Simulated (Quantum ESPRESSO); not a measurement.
# CaHf (Pm-3m): phonons by linear response, part 2 of 3

How does CaHf (Pm-3m) vibrate, and is this structure a minimum?

Quantum ESPRESSO 7.5; DFT LDA, scalar-relativistic, plane waves, PseudoDojo norm-conserving pseudopotentials.

So far. Step 4 (Relaxation): Little changed from the start: no atom moved by 0.005 Å and no cell edge by 0.1 %. Step 5 (Ground state): The cell stands at -0.002 GPa, close enough for phonons. The relaxed cell has a = 3.702 Å (conventional setting).

The structure was built from a prototype and need not be the compound's stable phase.

### Step 6. Phonons on a q mesh

Linear response treats each wavevector in the unit cell, with no supercell; the 2×2×2 mesh fixes the range of the force constants to be had.

The input, ph.in:

```
phonons
 &inputph
    prefix='x',
    outdir='./tmp',
    fildyn='x.dyn',
    tr2_ph=1.0d-18,
    alpha_mix(1)=0.4,
    nmix_ph=8,
    ldisp=.true.,
    nq1=2,
    nq2=2,
    nq3=2,
 /
```

Run with:

```console
> OMP_NUM_THREADS=1 mpirun -n 4 ph.x -nk 4 -in ph.in > ph.out
```

The program printed:

```text
[banners, grids, parts of the stress and lines that vanish by symmetry left out]
[banner, memory and clock lines left out]
Program PHONON v.7.5

     ./tmp/x.save/

     IMPORTANT: XC functional enforced from input :
     Exchange-correlation= PW
                           (   1   4   0   0   0   0   0)
     Any further DFT definition will be discarded
     Please, verify this is what you really want

     G-vector sticks info

     Reading collected, re-writing distributed wavefunctions in ./tmp/

     Dynamical matrices for ( 2, 2, 2)  uniform grid of q-points
     (   4 q-points):
       N         xq(1)         xq(2)         xq(3)
       1   0.000000000   0.000000000   0.000000000
       2   0.000000000   0.000000000  -0.500000000
       3   0.000000000  -0.500000000  -0.500000000
       4  -0.500000000  -0.500000000  -0.500000000

     Number and degeneracy of irreps per q-point
       N         xq(1)         xq(2)         xq(3)   N irreps
       1   0.000000000   0.000000000   0.000000000       2
        3   3
       2   0.000000000   0.000000000  -0.500000000       4
        1   2   1   2
       3   0.000000000  -0.500000000  -0.500000000       4
        1   1   2   2
       4  -0.500000000  -0.500000000  -0.500000000       2
        3   3

     Calculation of q =    0.0000000   0.0000000   0.0000000

     phonons

     bravais-lattice index     =            1
     lattice parameter (alat)  =       6.9963  a.u.
     unit-cell volume          =     342.4610 (a.u.)^3
     number of atoms/cell      =            2
     number of atomic types    =            2
     kinetic-energy cut-off    =      60.0000  Ry
     charge density cut-off    =     240.0000  Ry
     convergence threshold     =      1.0E-18
     beta                      =       0.4000
     number of iterations used =            8
     Exchange-correlation= PW
                           (   1   4   0   0   0   0   0)

     celldm(1)=    6.99633  celldm(2)=    0.00000  celldm(3)=    0.00000
     celldm(4)=    0.00000  celldm(5)=    0.00000  celldm(6)=    0.00000

     crystal axes: (cart. coord. in units of alat)
               a(1) = (  1.0000  0.0000  0.0000 )
               a(2) = (  0.0000  1.0000  0.0000 )
               a(3) = (  0.0000  0.0000  1.0000 )

     reciprocal axes: (cart. coord. in units 2 pi/alat)
               b(1) = (  1.0000  0.0000  0.0000 )
               b(2) = (  0.0000  1.0000  0.0000 )
               b(3) = (  0.0000  0.0000  1.0000 )

     Atoms inside the unit cell:

     Cartesian axes

     site n.  atom      mass           positions (alat units)
        1  Ca     40.0780   tau(    1) = (    0.00000    0.00000    0.00000  )
        2  Hf    178.4900   tau(    2) = (    0.50000    0.50000    0.50000  )

     Computing dynamical matrix for
                    q = (   0.0000000   0.0000000   0.0000000 )

     49 Sym.Ops. (with q -> -q+G )

     G cutoff =  297.5721  (  21559 G-vectors)     FFT grid: ( 36, 36, 36)

     number of k points=    35  Gaussian smearing, width (Ry)=  0.0200

     PseudoPot. # 1 for Ca read from file:
     ./pseudo/Ca.upf
     Pseudo is Norm-conserving + core correction, Zval = 10.0
     Using radial grid of 1724 points,  6 beta functions with:
                l(1) =   0
                l(2) =   0
                l(3) =   1
                l(4) =   1
                l(5) =   2
                l(6) =   2

     PseudoPot. # 2 for Hf read from file:
     ./pseudo/Hf.upf
     Pseudo is Norm-conserving + core correction, Zval = 12.0
     Using radial grid of 1618 points,  8 beta functions with:
                l(1) =   0
                l(2) =   0
                l(3) =   1
                l(4) =   1
                l(5) =   2
                l(6) =   2
                l(7) =   3
                l(8) =   3

     Mode symmetry, O_h (m-3m)  point group:

     Atomic displacements:
     There are    2 irreducible representations

     Representation     1      3 modes -  To be done

     Representation     2      3 modes -  To be done

     Alpha used in Ewald sum =   2.3000

     Representation #   1 modes #   1   2   3

     Self-consistent Calculation
      iter #   1   av.it.:   6.6
      thresh= 1.000E-02 alpha_mix =  0.400 |ddv_scf|^2 =  2.397E-06
      iter #   2   av.it.:  11.0
      thresh= 1.548E-04 alpha_mix =  0.400 |ddv_scf|^2 =  3.882E-08
      iter #   3   av.it.:  11.3
      thresh= 1.970E-05 alpha_mix =  0.400 |ddv_scf|^2 =  4.133E-09
      iter #   4   av.it.:  11.5
      thresh= 6.429E-06 alpha_mix =  0.400 |ddv_scf|^2 =  1.885E-10
      iter #   5   av.it.:  12.6
      thresh= 1.373E-06 alpha_mix =  0.400 |ddv_scf|^2 =  2.565E-12
      iter #   6   av.it.:  12.8
      thresh= 1.601E-07 alpha_mix =  0.400 |ddv_scf|^2 =  6.130E-14
      iter #   7   av.it.:  11.9
      thresh= 2.476E-08 alpha_mix =  0.400 |ddv_scf|^2 =  1.262E-14
      iter #   8   av.it.:  12.2
      thresh= 1.123E-08 alpha_mix =  0.400 |ddv_scf|^2 =  4.859E-17
      iter #   9   av.it.:  12.8
      thresh= 6.971E-10 alpha_mix =  0.400 |ddv_scf|^2 =  3.270E-19

     End of self-consistent calculation

     Convergence has been achieved

     Representation #   2 modes #   4   5   6

     Self-consistent Calculation
      iter #   1   av.it.:   6.1
      thresh= 1.000E-02 alpha_mix =  0.400 |ddv_scf|^2 =  2.325E-06
      iter #   2   av.it.:  10.9
      thresh= 1.525E-04 alpha_mix =  0.400 |ddv_scf|^2 =  3.534E-08
      iter #   3   av.it.:  11.4
      thresh= 1.880E-05 alpha_mix =  0.400 |ddv_scf|^2 =  4.390E-09
      iter #   4   av.it.:  11.5
      thresh= 6.626E-06 alpha_mix =  0.400 |ddv_scf|^2 =  2.854E-10
      iter #   5   av.it.:  12.3
      thresh= 1.689E-06 alpha_mix =  0.400 |ddv_scf|^2 =  1.533E-12
[...]
End of self-consistent calculation

     Convergence has been achieved

     Number of q in the star =    1
     List of q in the star:
          1   0.000000000   0.000000000   0.000000000

     Diagonalizing the dynamical matrix

     q = (    0.000000000   0.000000000   0.000000000 )

 **************************************************************************
     freq (    1) =       0.027341 [THz] =       0.912013 [cm-1]
     freq (    2) =       0.027341 [THz] =       0.912013 [cm-1]
     freq (    3) =       0.027341 [THz] =       0.912013 [cm-1]
     freq (    4) =       5.512515 [THz] =     183.877697 [cm-1]
     freq (    5) =       5.512515 [THz] =     183.877697 [cm-1]
     freq (    6) =       5.512515 [THz] =     183.877697 [cm-1]
 **************************************************************************

     Mode symmetry, O_h (m-3m)  point group:

     freq (   1-   3) =          0.9  [cm-1]   --> T_1u G_15  G_4- I
     freq (   4-   6) =        183.9  [cm-1]   --> T_1u G_15  G_4- I

     Calculation of q =    0.0000000   0.0000000  -0.5000000
     [... set-up and bands at k+q left out ...]

     Mode symmetry, D_4h(4/mmm) point group:

     Atomic displacements:
     There are    4 irreducible representations

     Representation     1      1 modes -  To be done

     Representation     2      2 modes -  To be done

     Representation     3      1 modes -  To be done

     Representation     4      2 modes -  To be done

     Message from routine init_vloc:
     Interpolation table for Vloc re-allocated

     Alpha used in Ewald sum =   2.3000

     Representation #   1 mode #   1

     Self-consistent Calculation

[...]
End of self-consistent calculation

     Convergence has been achieved

     Representation #   2 modes #   2   3

     Self-consistent Calculation

[...]
End of self-consistent calculation

     Convergence has been achieved

     Representation #   3 mode #   4

     Self-consistent Calculation

[...]
End of self-consistent calculation

     Convergence has been achieved

     Representation #   4 modes #   5   6

     Self-consistent Calculation

[...]
End of self-consistent calculation

     Convergence has been achieved

     Number of q in the star =    3
     List of q in the star:
          1   0.000000000   0.000000000  -0.500000000
          2   0.000000000  -0.500000000   0.000000000
          3  -0.500000000   0.000000000   0.000000000

     Diagonalizing the dynamical matrix

     q = (    0.000000000   0.000000000  -0.500000000 )

 **************************************************************************
     freq (    1) =      -1.273897 [THz] =     -42.492639 [cm-1]
     freq (    2) =       2.286852 [THz] =      76.281170 [cm-1]
     freq (    3) =       2.286852 [THz] =      76.281170 [cm-1]
     freq (    4) =       4.443977 [THz] =     148.235110 [cm-1]
     freq (    5) =       4.443977 [THz] =     148.235110 [cm-1]
     freq (    6) =       5.567575 [THz] =     185.714325 [cm-1]
 **************************************************************************

     Mode symmetry, D_4h(4/mmm) point group:

     freq (   1-   1) =        -42.5  [cm-1]   --> A_1g X_1  M_1
     freq (   2-   3) =         76.3  [cm-1]   --> E_g  X_5  M_5
     freq (   4-   5) =        148.2  [cm-1]   --> E_u  X_5' M_5'
     freq (   6-   6) =        185.7  [cm-1]   --> A_2u X_4' M_4'

     Calculation of q =    0.0000000  -0.5000000  -0.5000000
     [... set-up and bands at k+q left out ...]

     Mode symmetry, D_4h(4/mmm) point group:

     Atomic displacements:
     There are    4 irreducible representations

     Representation     1      1 modes -  To be done

     Representation     2      1 modes -  To be done

     Representation     3      2 modes -  To be done

     Representation     4      2 modes -  To be done

     Alpha used in Ewald sum =   2.3000

     Representation #   1 mode #   1

     Self-consistent Calculation

[...]
End of self-consistent calculation

     Convergence has been achieved

     Representation #   2 mode #   2

     Self-consistent Calculation

[...]
End of self-consistent calculation

     Convergence has been achieved

     Representation #   3 modes #   3   4

     Self-consistent Calculation

[...]
End of self-consistent calculation

     Convergence has been achieved

     Representation #   4 modes #   5   6

     Self-consistent Calculation

[...]
End of self-consistent calculation

     Convergence has been achieved

     Number of q in the star =    3
     List of q in the star:
          1   0.000000000  -0.500000000  -0.500000000
          2  -0.500000000  -0.500000000   0.000000000
          3  -0.500000000   0.000000000  -0.500000000

     Diagonalizing the dynamical matrix

     q = (    0.000000000  -0.500000000  -0.500000000 )

 **************************************************************************
     freq (    1) =      -2.248696 [THz] =     -75.008437 [cm-1]
     freq (    2) =      -2.248696 [THz] =     -75.008437 [cm-1]
     freq (    3) =       2.509997 [THz] =      83.724485 [cm-1]
     freq (    4) =       4.406139 [THz] =     146.972975 [cm-1]
     freq (    5) =       5.783486 [THz] =     192.916336 [cm-1]
     freq (    6) =       5.783486 [THz] =     192.916336 [cm-1]
 **************************************************************************

     Mode symmetry, D_4h(4/mmm) point group:

     freq (   1-   2) =        -75.0  [cm-1]   --> E_u  X_5' M_5'
     freq (   3-   3) =         83.7  [cm-1]   --> B_1u X_2' M_2'
     freq (   4-   4) =        147.0  [cm-1]   --> A_2u X_4' M_4'
     freq (   5-   6) =        192.9  [cm-1]   --> E_u  X_5' M_5'

     Calculation of q =   -0.5000000  -0.5000000  -0.5000000
     [... set-up and bands at k+q left out ...]

     Mode symmetry, O_h (m-3m)  point group:

     Atomic displacements:
     There are    2 irreducible representations

     Representation     1      3 modes -  To be done

     Representation     2      3 modes -  To be done

     Alpha used in Ewald sum =   2.3000

     Representation #   1 modes #   1   2   3

     Self-consistent Calculation

[...]
End of self-consistent calculation

     Convergence has been achieved

     Representation #   2 modes #   4   5   6

     Self-consistent Calculation

[...]
iter #   4   av.it.:  11.9
      thresh= 7.784E-06 alpha_mix =  0.400 |ddv_scf|^2 =  3.104E-10

      iter #   5   av.it.:  11.9
      thresh= 1.762E-06 alpha_mix =  0.400 |ddv_scf|^2 =  2.333E-12

      iter #   6   av.it.:  12.0
      thresh= 1.527E-07 alpha_mix =  0.400 |ddv_scf|^2 =  4.315E-13

      iter #   7   av.it.:  12.4
      thresh= 6.569E-08 alpha_mix =  0.400 |ddv_scf|^2 =  6.767E-15

      iter #   8   av.it.:  12.6
      thresh= 8.226E-09 alpha_mix =  0.400 |ddv_scf|^2 =  5.943E-18

      iter #   9   av.it.:  12.4
      thresh= 2.438E-10 alpha_mix =  0.400 |ddv_scf|^2 =  1.549E-18

      iter #  10   av.it.:  12.7
      thresh= 1.245E-10 alpha_mix =  0.400 |ddv_scf|^2 =  1.017E-21

     End of self-consistent calculation

     Convergence has been achieved

     Number of q in the star =    1
     List of q in the star:
          1  -0.500000000  -0.500000000  -0.500000000

     Diagonalizing the dynamical matrix

     q = (   -0.500000000  -0.500000000  -0.500000000 )

 **************************************************************************
     freq (    1) =       1.492618 [THz] =      49.788379 [cm-1]
     freq (    2) =       1.492618 [THz] =      49.788379 [cm-1]
     freq (    3) =       1.492618 [THz] =      49.788379 [cm-1]
     freq (    4) =       5.314813 [THz] =     177.283095 [cm-1]
     freq (    5) =       5.314813 [THz] =     177.283095 [cm-1]
     freq (    6) =       5.314813 [THz] =     177.283095 [cm-1]
 **************************************************************************

     Mode symmetry, O_h (m-3m)  point group:

     freq (   1-   3) =         49.8  [cm-1]   --> T_2g G_25' G_5+
     freq (   4-   6) =        177.3  [cm-1]   --> T_1u G_15  G_4-


[key lines of the parts left out:]
the Fermi energy is    10.5713 ev
```

It took 12 min on 4 MPI ranks of Arm Neoverse V1, shared host.

This step gave:

```yaml
largest_acoustic_frequency_at_the_zone_centre_before_the_sum_rule: 0.91 cm⁻¹
highest_optical_zone_centre_mode_no_lo_to_term: 183.9 cm⁻¹
lowest_optical_zone_centre_mode: 183.9 cm⁻¹
lowest_mode_on_the_q_mesh_acoustic_ones_at_the_zone_centre_apart: -75.01 cm⁻¹
```

Frequencies (cm⁻¹) at each irreducible wavevector; negative means imaginary. Frequencies by wavevector:

```csv
q (fractions),star,mode 1,mode 2,mode 3,mode 4,mode 5,mode 6
0 0 0,1,0.91,0.91,0.91,183.9,183.9,183.9
0 0 -0.5,3,-42.49,76.28,76.28,148.2,148.2,185.7
0 -0.5 -0.5,3,-75.01,-75.01,83.72,147,192.9,192.9
-0.5 -0.5 -0.5,1,49.79,49.79,49.79,177.3,177.3,177.3
```

The acoustic modes at Γ come out as far as 0.9 cm⁻¹ from zero, where they should vanish, a small numerical error.

### Step 7. Force constants in real space

The dynamical matrices of the mesh are Fourier-transformed to force constants in real space.

The input, q2r.in:

```
 &input
    fildyn='x.dyn',
    zasr='simple',
    flfrc='x.fc',
 /
```

Run with:

```console
> q2r.x < q2r.in > q2r.out
```

The program printed:

```text
[banners, grids, parts of the stress and lines that vanish by symmetry left out]
[banner, memory and clock lines left out]
Program Q2R v.7.5

  reading grid info from file x.dyn0

  reading force constants from file x.dyn1
  Dielectric Tensor not found
  nqs=            1
 q=   0.00000000  0.00000000  0.00000000
  reading force constants from file x.dyn2
  nqs=            3
 q=   0.00000000  0.00000000 -0.50000000
[...]
reading force constants from file x.dyn3
  nqs=            3
[...]
q=  -0.50000000  0.00000000 -0.50000000
  reading force constants from file x.dyn4
  nqs=            1
 q=  -0.50000000 -0.50000000 -0.50000000

      q-space grid ok, #points =    8

      fft-check success (sum of imaginary terms < 10^-12)
```

Wall time 0.46 s (1 thread).

### Step 8. Dispersion

From the force constants any wavevector is cheap; points of the mesh come back as solved, but for the sum rule and, in polar crystals, the LO-TO term at Γ; the rest is interpolation.

The input, matdyn.in:

```
 &input
    asr='simple',
    flfrc='x.fc',
    flfrq='x.freq',
    flvec='x.modes',
    q_in_band_form=.true.,
    q_in_cryst_coord=.true.,
 /
8
  0.0000000   0.0000000   0.0000000  12  ! GAMMA
  0.0000000   0.5000000   0.0000000  12  ! X
  0.5000000   0.5000000   0.0000000  12  ! M
  0.0000000   0.0000000   0.0000000  12  ! GAMMA
  0.5000000   0.5000000   0.5000000  12  ! R
  0.0000000   0.5000000   0.0000000   1  ! X
  0.5000000   0.5000000   0.5000000  12  ! R
  0.5000000   0.5000000   0.0000000   1  ! M
```

Run with:

```console
> matdyn.x -in matdyn.in > matdyn.out
```

The program printed:

```text
[banner, memory and clock lines left out]
Program MATDYN v.7.5

 mass for atomic type   1 not given; uses mass from file x.fc
 mass for atomic type   2 not given; uses mass from file x.fc
     Message from routine matdyn:
     Z* not found in file x.fc, TO-LO splitting at q=0 will be absent!
     Message from routine matdyn:
     Z* not found in file x.fc, TO-LO splitting at q=0 will be absent!

Note: The following floating-point exceptions are signalling: IEEE_UNDERFLOW_FLAG
```

The job ended after 0.47 s (1 thread).

Numbers from this step:

| Property | Result |
| --- | --- |
| lowest frequency on the path | -75.02 cm⁻¹ |

Matdyn.x, sum rule simple. The phonon branches at the labelled points (cm⁻¹):

| point | branch 1 | branch 2 | branch 3 | branch 4 | branch 5 | branch 6 |
| --- | --- | --- | --- | --- | --- | --- |
| Γ | 0 | 0 | 0 | 184 | 184 | 184 |
| halfway | -23 | 47 | 47 | 169 | 169 | 184 |
| X | -42 | 76 | 76 | 148 | 148 | 186 |
| halfway | -65 | -15 | 80 | 148 | 174 | 190 |
| M | -75 | -75 | 84 | 147 | 193 | 193 |
| halfway | -57 | 49 | 63 | 160 | 170 | 186 |
| Γ | 0 | 0 | 0 | 184 | 184 | 184 |
| halfway | -13 | -13 | 45 | 170 | 176 | 176 |
| R | 50 | 50 | 50 | 177 | 177 | 177 |
| halfway | -57 | 26 | 61 | 164 | 173 | 189 |
| X | -42 | 76 | 76 | 148 | 148 | 186 |
| jump to R | 50 | 50 | 50 | 177 | 177 | 177 |
| halfway | -43 | -43 | 69 | 163 | 186 | 186 |
| M | -75 | -75 | 84 | 147 | 193 | 193 |

The phonon branches as a text plot (rows in cm⁻¹):

```
    187 |****************************            *********  *****
    176 |  *        *      ** ***   *****************     **
    165 |   **     *         *       ****          ****     **
    154 |     *****       ***                         ****    **
    143 |        *********                                      *
    132 |
    120 |
    109 |
     98 |
     87 |            *****                                     **
     76 |      ******     ***                          ***    *
     65 |     *   *                   **            ****    **
     53 |    *               **      *        ******  *   **
     42 |   *                 **    *   *  **** *
     31 |  *       *        *  **         * **  *** **     *
     20 | *                     ** *     *         *
      9 |*                       *         *     *
     -2 |**                       **
    -14 |  *                     *  **  * *
    -25 |   **             *    *     **                    *
    -36 |     *     *         **                  *
    -47 |      ****       *  *                     *   ***   *
    -58 |          * *      *                       ***       *
    -69 |           ********                                   **
         Γ      X      M          Γ            R        X|R     M
```

Lowest modes at the softest wavevector of the mesh; phase exp(i q.(R + tau)). The modes at q = (0.500, 0.500, 0.000) (shares of kinetic energy by element, %) (negative means imaginary):

```
mode  frequency (cm⁻¹)  Ca %  Hf %
   1             -75.0    12    88
   2             -75.0    12    88
   3              83.7     0   100
   4             147.0   100     0
   5             192.9    88    12
   6             192.9    88    12
```

Displacements in mode 1 (-75.0 cm⁻¹), the largest set to 1, in the home cell:
```
Ca1 -0.77  0.00  0.00
Hf2  0.00 -1.00  0.00
```

Displacements in mode 5 (192.9 cm⁻¹), the largest set to 1, in the home cell:
```
Ca1  0.00  1.00  0.00
Hf2 -0.17  0.00  0.00
```

Force constants by pair (phonopy on the run's constants); pairs near half the supercell's span include their periodic images. Pair force constants, by row:

```csv
atom,neighbour,distance (Å),third of the trace (eV/Å²),along the pair's line (eV/Å²)
Ca1,itself,0,4.116,–
Ca1,Hf,3.206,-0.5088,-1.583
Ca1,Ca,3.702,-0.1163,-0.6835
Ca1,Ca,5.236,0.0783,0.0544
Ca1,Ca,6.413,0.0681,0.0681
Hf2,itself,0,1.998,–
Hf2,Ca,3.206,-0.5088,-1.583
Hf2,Hf,3.702,0.4144,2.079
Hf2,Hf,5.236,0.2834,0.2852
Hf2,Hf,6.413,-0.0216,-0.0216
```

Mode patterns, pair constants, displacements and means over the zone were worked out by phonopy from the force constants of q2r.x.

The path dips to 75i cm⁻¹.

(Continued in part 3 of 3.)

[Host names and launcher messages were left out of these logs when they were recorded.]

[Logs are printed without paths, hosts, clocks, repeated set-up lines and the standing remarks that a program may print on its own settings, such as how far it seeks lower states.]

[Hosts, paths, dates, database ids (printed as entryN), source tags and the programs' standing remarks are cut or masked in the printed files.]
